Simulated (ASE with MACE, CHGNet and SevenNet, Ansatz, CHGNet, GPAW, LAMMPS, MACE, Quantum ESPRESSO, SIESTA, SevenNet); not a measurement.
# Machine-learned potentials on liquid 50SiO2-23Al2O3-12ZnO-12Li2O-4CoO (mol %) at 3000 K (86 atoms): settings against a plane-wave reference

How do the settings of machine-learned potentials change the result for liquid 50SiO2-23Al2O3-12ZnO-12Li2O-4CoO (mol %) at 3000 K (86 atoms)? A plane-wave run serves as the yardstick.

Method: the method is named at each step, in ASE with MACE, CHGNet and SevenNet.

## (1) The structure

The cell holds 86 atoms: 13 Si, 12 Al, 3 Zn, 6 Li, 1 Co and 51 O. Its edges and angles: a = 10.730 Å, b = 10.730 Å, c = 10.730 Å, α = 90.0°, β = 90.0°, γ = 90.0°. 86 atoms (13 Si, 12 Al, 3 Zn, 6 Li, 1 Co, 51 O) placed at random at 2.77 g/cm³, melted at 4000 K for 10 ps at fixed volume with the Morse and Coulomb pair potential with partial charges (Pedone, Malavasi, Menziani, Cormack and Segre, J. Phys. Chem. B 110, 11780 (2006)). Snapshot at the end of a hold of 10 ps at 3000 K and zero pressure.

The yardstick, on the same geometry:

```
method                 : Kohn-Sham DFT, PBE, PAW, plane waves (Ansatz 0.2.0); cutoff 420 eV, Γ point, fermi-dirac smearing of 0.05 eV, spin polarised, started with a moment on one atom, ending at -3.3 μB in the cell; PAW set soft_2
r.m.s. force component : 3.44 eV/Å
longest force          : 18.08 eV/Å
pressure               : 4.078 GPa
SCF cycles             : 33
time                   : 70 s on 4 threads of Arm Neoverse V1, shared host
CPU time               : 4.5 min
```

## (2) MACE MP-0b3 medium potential

Method: machine-learned interatomic potential MACE MP-0b3 medium, trained on PBE(+U) plane-wave data.

Input file run.py:

```python
import numpy as np
from ase.io import read
import mlip  # loads the published weights by name

atoms = read("structure.xyz")
atoms.calc = mlip.calc("mace-mp-0b3-medium")
energy = atoms.get_potential_energy()
forces = atoms.get_forces()
print(f"energy {energy:.6f} eV")
print("forces (eV/A)")
for i, (a, f) in enumerate(zip(atoms, forces)):
    print(f"{i:4d} {a.symbol:2s} {f[0]:10.5f} {f[1]:10.5f} {f[2]:10.5f}")
stress = -atoms.get_stress(voigt=False) * 160.21766
print("stress (GPa, compression positive)")
for row in stress:
    print(" ".join(f"{x:10.4f}" for x in row))
```

Input file structure.xyz:

```xyz
86
Lattice="10.72952 0.00000 0.00000 0.00000 10.72952 0.00000 0.00000 0.00000 10.72952" Properties=species:S:1:pos:R:3 pbc="T T T"
Si 6.02699 5.30532 7.08459
Si 1.11040 1.06512 5.09041
Si 3.88988 0.36609 1.16920
Si 9.58103 1.55310 7.29092
Si 6.69007 4.04503 9.92105
Si 2.72852 3.72271 4.43762
Si 8.41377 9.37320 0.93057
Si 0.72285 7.94736 4.81015
Si 3.81960 9.99659 9.25013
Si 8.55711 4.22099 5.43708
Si 1.23475 4.55640 1.88840
Si 6.30391 10.62437 2.92079
Si 0.87875 8.28040 9.54863
Al 9.52470 2.53120 2.41167
Al 0.13444 7.57762 1.84280
Al 5.78879 8.14628 8.19703
Al 8.73383 9.56086 8.71387
Al 3.44450 6.58664 4.83386
Al 5.06487 2.48603 3.92089
Al 6.80520 4.43580 3.52336
Al 8.32579 6.44351 1.52263
Al 8.32353 7.05423 4.58472
Al 5.78160 8.78512 5.75177
Al 8.68415 1.69065 9.83768
Al 4.47893 3.69557 1.45718
Zn 9.80807 10.22309 4.03065
Zn 5.38085 1.94580 7.56099
Zn 4.71981 8.68469 2.37809
Li 2.33646 2.07176 9.44090
Li 5.56647 0.35257 5.94759
Li 3.63838 5.95467 10.25152
Li 0.41062 6.08890 6.99586
Li 0.74066 10.19036 1.44580
Li 3.15094 9.46987 6.13278
Co 9.27524 6.78610 9.62384
O 7.20702 4.58322 8.39800
O 8.92460 3.92346 3.89192
O 9.42320 9.64015 2.25653
O 2.13475 9.23779 9.25389
O 9.01065 2.98957 6.68599
O 4.85564 4.68558 7.31764
O 3.62776 3.11499 3.15491
O 7.14103 2.50556 9.86880
O 10.29079 9.08501 8.62568
O 7.35573 6.18761 3.23892
O 0.49206 6.87891 8.75690
O 10.70066 0.97628 6.25692
O 6.17613 6.82612 7.08309
O 1.09548 7.93856 3.18066
O 7.86946 7.96892 8.67213
O 7.98512 7.92804 0.43068
O 6.87612 4.43762 5.37603
O 7.36238 8.15422 5.24040
O 1.67810 4.34052 3.62840
O 0.20783 8.21066 0.30354
O 8.86194 1.99140 1.20600
[... 26 atom lines left out ...]
O 9.01108 5.78450 5.58557
O 5.22753 9.72685 4.13011
O 7.12837 9.81837 1.95953
O 2.40352 0.10783 0.95117
```

On the command line:

```console
> OMP_NUM_THREADS=1 python run.py > output.txt
```

Numbers of over 12 decimals in the logs are rounded to 6 here.

Log:

```text
energy -562.164991 eV
forces (eV/A)
   0 Si   15.37188    2.34057   -0.14593
   1 Si   -4.85177    4.31997   -1.44061
   2 Si    0.93562    3.98929   -3.69014
   3 Si    1.68428    1.95296    0.27469
   4 Si    8.89268    1.25139   -3.33463
   5 Si    2.47676   -3.83030    2.92177
   6 Si   -1.12789    3.39149    1.23085
   7 Si    8.66547    2.64700  -10.15389
   8 Si   -5.19165    2.45457    5.69269
   9 Si    1.19570   -1.40616    2.72638
  10 Si    5.72135    5.99427    0.27592
  11 Si   -4.13196    3.89703    6.68419
  12 Si   -3.51921    1.34194   -3.12552
  13 Al    7.41272    4.85581    9.01253
  14 Al    6.25981    0.15712   -0.69594
  15 Al    6.75652   -2.35652   -1.01086
  16 Al   -3.02194    0.81705   -0.79909
  17 Al   -0.50833    0.77134   -0.98698
  18 Al    2.09528   -2.99155    1.93145
  19 Al    6.88694    6.85177    5.39346
  20 Al   -4.86919   -2.55179   -1.75204
  21 Al    1.80641   -1.56418   -1.84176
  22 Al    0.66140   -4.24219   -4.80582
  23 Al   -2.05963   -0.83455    3.98534
[...]
78 O     0.59364    0.81550   -0.21501
  79 O     0.60679   -5.58816   -0.69035
  80 O     6.80764   -6.80948    5.76974
  81 O     2.72484    0.06147    0.91658
  82 O     1.24574   -0.48908    1.33424
  83 O     2.03027   -0.02995   -0.05371
  84 O     0.38035   -1.46211   -1.64113
  85 O    -2.89092   -0.60004    0.48498
stress (GPa, compression positive)
   11.0946    -0.4048     0.4200
   -0.4048     3.9942     3.6607
    0.4200     3.6607    -2.0288
```

Run time: 11 s. Hardware: 1 thread of Arm Neoverse V1, shared host; peak memory 0.98 GiB.

Banners, paths, timers and routine set-up lines are dropped from the logs unmarked, and long logs keep their key lines alone; longer cuts are marked.

Compared with the plane-wave run:

| Property | Result |
| --- | --- |
| r.m.s. force component | 3.424 eV/Å |
| r.m.s. difference of force components | 212.3 meV/Å |
| longest difference of force vectors | 1043 meV/Å |
| force difference over r.m.s. force | 6.172 % |
| slope of forces against the reference's | 0.9934 |
| correlation of force components | 0.9981 |
| pressure | 4.353 GPa |
| pressure difference | 0.2753 GPa |

Length of the force difference by element (eV/Å):

```csv
element,atoms,mean,most
Al,12,0.41,0.66
Co,1,0.75,0.75
Li,6,0.18,0.23
O,51,0.26,1.0
Si,13,0.46,0.81
Zn,3,0.33,0.47
```

A closer look about O41, which bears the longest force: 10 atoms, nearest first, numbered in the order of the input, with positions taken from that point.

| atom | x | y | z | distance (Å) | bonds | Fx | Fy | Fz (eV/Å) |
| --- | --- | --- | --- | --- | --- | --- | --- | --- |
| O41 | 0.00 | 0.00 | 0.00 | 0.00 | 1 | -14.82 | -8.17 | 3.21 |
| Si1 | 1.17 | 0.62 | -0.23 | 1.35 | 4 | 15.37 | 2.34 | -0.15 |
| O79 | -1.47 | 0.19 | -2.01 | 2.50 | 2 | 0.59 | 0.82 | -0.22 |
| O48 | 1.32 | 2.14 | -0.23 | 2.53 | 2 | 0.37 | 2.55 | 0.49 |
| O36 | 2.35 | -0.10 | 1.08 | 2.59 | 2 | -1.73 | 1.17 | -1.80 |
| O61 | 0.04 | -2.21 | -1.57 | 2.71 | 3 | -0.27 | -1.31 | -1.28 |
| Zn27 | 0.53 | -2.74 | 0.24 | 2.80 | 1 | -0.77 | 1.74 | 0.50 |
| O52 | 2.02 | -0.25 | -1.94 | 2.81 | 3 | -0.62 | 0.18 | 0.79 |
| O76 | 0.55 | -0.29 | 3.18 | 3.24 | 3 | -9.60 | 1.57 | 4.21 |
| Si5 | 1.83 | -0.64 | 2.60 | 3.25 | 4 | 8.89 | 1.25 | -3.33 |

Atoms are counted from 1 here, from 0 in the log.

Forces lie 6.2 % from the reference's, at 0.037 times its CPU time (on 1 against 4 cores).

## (3) CHGNet r2SCAN potential

Method: machine-learned interatomic potential CHGNet r2SCAN, trained on r2SCAN plane-wave data.

run.py, as its differences from that of step 2:

```diff
@@ -5,3 +5,3 @@
 atoms = read("structure.xyz")
-atoms.calc = mlip.calc("mace-mp-0b3-medium")
+atoms.calc = mlip.calc("chgnet-r2scan")
 energy = atoms.get_potential_energy()
```

structure.xyz is that of step 2.

Log:

```text
CHGNet vr2scan initialized with 412,525 parameters
CHGNet will run on cpu
energy -756.618896 eV
forces (eV/A)
   0 Si   15.13694    2.63401   -0.59773
   1 Si   -4.88473    4.09925   -1.42794
   2 Si    0.91522    3.80340   -3.16552
   3 Si    1.35785    1.81111   -0.03813
   4 Si    8.50915    1.27658   -2.84579
   5 Si    2.69516   -3.03305    3.02329
   6 Si   -1.39442    2.64718    1.07778
   7 Si    8.82574    2.54937   -8.89265
   8 Si   -4.94594    2.43580    5.08086
   9 Si    0.75977   -0.98264    2.24545
  10 Si    4.97921    5.69003   -0.08760
  11 Si   -4.13347    3.97116    6.86298
  12 Si   -3.64092    1.05093   -2.87387
  13 Al    6.14001    4.34208    7.56609
  14 Al    5.58285    0.04793   -0.59352
  15 Al    6.18526   -2.15076   -1.51563
  16 Al   -2.42676    0.63422   -0.48441
  17 Al   -0.25949    0.52574   -1.10146
  18 Al    1.68637   -2.23574    1.16572
  19 Al    5.70996    5.64570    4.68901
  20 Al   -4.55635   -2.52745   -2.19258
  21 Al    1.11687   -1.46063   -1.39267
  22 Al    0.59719   -3.20609   -3.30062
  23 Al   -1.53403   -0.60682    3.61902
[...]
78 O     0.05209    0.47010   -0.68463
  79 O     0.63022   -4.88899   -0.75208
  80 O     6.17060   -6.53070    5.12135
  81 O     2.58048   -0.17408    1.17643
  82 O     0.93656   -0.28160    0.80566
  83 O     2.11070   -0.06875   -0.46728
  84 O     0.59158   -1.25117   -1.85012
  85 O    -2.35007   -0.41412    0.58550
stress (GPa, compression positive)
    6.1343    -0.2732     0.2305
   -0.2732    -0.5089     3.5118
    0.2305     3.5118    -6.6037
```

Run time: 6 s. Hardware: 1 thread; peak memory 1.1 GiB.

Against the reference:

```yaml
r_m_s_force_component: 3.16 eV/Å
r_m_s_difference_of_force_components: 449.8 meV/Å
longest_difference_of_force_vectors: 2335 meV/Å
force_difference_over_r_m_s_force: 13.08 %
slope_of_forces_against_the_reference_s: 0.9134
correlation_of_force_components: 0.9943
pressure: -0.3261 GPa
pressure_difference: -4.404 GPa
```

Against the first run (6.2 %), the force difference from the reference is 13 %, at 0.51 times the CPU time; this potential was trained at another functional than the reference's.

## (4) SevenNet l3i5 potential

Method: machine-learned interatomic potential SevenNet l3i5, trained on PBE(+U) plane-wave data.

run.py, as its differences from that of step 3:

```diff
@@ -5,3 +5,3 @@
 atoms = read("structure.xyz")
-atoms.calc = mlip.calc("chgnet-r2scan")
+atoms.calc = mlip.calc("7net-l3i5")
 energy = atoms.get_potential_energy()
```

structure.xyz is that of step 3.

Log:

```text
energy -559.640625 eV
forces (eV/A)
   0 Si   15.45387    2.16257   -0.13597
   1 Si   -4.78673    4.23568   -1.56393
   2 Si    0.93192    4.60491   -3.72566
   3 Si    1.71968    1.96770    0.26543
   4 Si    8.68376    1.63308   -3.15721
   5 Si    2.69182   -4.02949    2.93942
   6 Si   -1.27440    3.03697    1.32110
   7 Si    8.78075    2.44408   -9.96678
   8 Si   -5.28234    2.22427    5.81076
   9 Si    1.08293   -1.39766    2.68954
  10 Si    5.70916    6.06947    0.01100
  11 Si   -4.21441    4.49673    7.23482
  12 Si   -3.75413    1.33351   -3.27545
  13 Al    7.14217    4.74388    8.57624
  14 Al    6.04603   -0.16344   -0.63709
  15 Al    7.01806   -2.34202   -1.33180
  16 Al   -3.14708    0.70463   -0.85248
  17 Al   -0.50410    0.74806   -1.16976
  18 Al    2.16357   -3.04171    1.65972
  19 Al    7.04730    7.04093    5.26344
  20 Al   -5.21274   -2.48217   -1.86431
  21 Al    1.72206   -1.48866   -1.89712
  22 Al    0.77455   -4.25320   -4.36593
  23 Al   -1.79928   -0.84222    4.05644
[...]
78 O     0.64780    0.81158   -0.19404
  79 O     0.52442   -5.49524   -0.51001
  80 O     6.37160   -6.33933    5.54576
  81 O     2.86412    0.19412    0.94684
  82 O     1.36082   -0.61348    1.34774
  83 O     2.11313   -0.20761   -0.25216
  84 O     0.28920   -1.69371   -1.67614
  85 O    -2.85100   -0.61064    0.57040
stress (GPa, compression positive)
   11.0306    -0.3521     0.4005
   -0.3521     3.6009     3.6804
    0.4005     3.6804    -2.5223
```

Wall time 13 s (1 thread); peak memory 1.4 GiB.

Numbers from this run, and their distance from the reference:

```
r.m.s. force component                  : 3.414 eV/Å
r.m.s. difference of force components   : 171.7 meV/Å
longest difference of force vectors     : 1077 meV/Å
force difference over r.m.s. force      : 4.992 %
slope of forces against the reference's : 0.9911
correlation of force components         : 0.9988
pressure                                : 4.036 GPa
pressure difference                     : -0.0416 GPa
```

Against the first run (6.2 %), the force difference from the reference is 5.0 %, at 1.2 times the CPU time.

## (5) Side by side

Differences are against the plane-wave reference, forces as r.m.s. over components; share is that over the reference's r.m.s. force, slope the least-squares factor from reference forces to these. Total energies of different programs have different zeros and aren't compared.

```
                         run  Δ force, r.m.s. (meV/Å)  share (%)  slope  Δ pressure (GPa)  cores  CPU time  memory (GiB)
                   reference                        -          -      -                 -      4   4.5 min           2.4
MACE MP-0b3 medium potential                      212       6.17  0.993             0.275      1      10 s          0.98
     CHGNet r2SCAN potential                      450       13.1  0.913             -4.40      1     5.2 s           1.1
     SevenNet l3i5 potential                      172       4.99  0.991           -0.0416      1      12 s           1.4
```

Times of the machine-learned potentials are mostly Python's start and the loading of weights.

CPU time is summed over cores on a shared host, where runs went side by side, so it is rough. Symmetry, cutoffs, thresholds, outputs and thread counts weren't matched or tuned between programs; memory under MPI is the largest rank's times the ranks.

## (6) What came out

```
nearest in forces : SevenNet l3i5 potential, 5.0 %
its CPU time      : 12 s
```

Machine-learned potentials differ by 5.0 % (SevenNet l3i5 potential) to 13 % (CHGNet r2SCAN potential); they were trained on other programs' data, some at another functional, the PBE(+U) sets with a Hubbard term on some transition metals in oxides and fluorides. The frame stands for 3000 K, but pressures are static and levels are smeared at 580 K, under the temperature of the frame, which matters where levels are partly filled. Machine-learned potentials mimic data converged in k, so the reference's own k-point error enters their differences. In the spin-polarised runs the search for a state of lower energy was switched off. The network of bonds at the start is that of the classical potential that made the cell, and needn't be the one that DFT or experiment would give. The run was spin polarised, started with a moment on one atom, ending at -3.3 μB in the cell; that starting order needn't be the real material's, and it bears on forces, charges and levels. The reference's stress is far from hydrostatic: its diagonal is 11.2, 3.5, -2.5 GPa, compression counted positive. Without a Hubbard term or exact exchange, open shells on Co are likely too delocalised. The electronic-structure runs sample only Γ, in a cell whose shortest periodic width is 11 Å, which is coarse for a cell with partly filled levels.

[Also dropped from logs without a mark: logging warnings of Python, and SIESTA's first energy breakdown and zero terms.]

[Logs are printed without paths, hosts, clocks, repeated set-up lines and the standing remarks that a program may print on its own settings, such as how far it seeks lower states.]

[Hosts, paths, dates, database ids (printed as entryN), source tags and the programs' standing remarks are cut or masked in the printed files.]
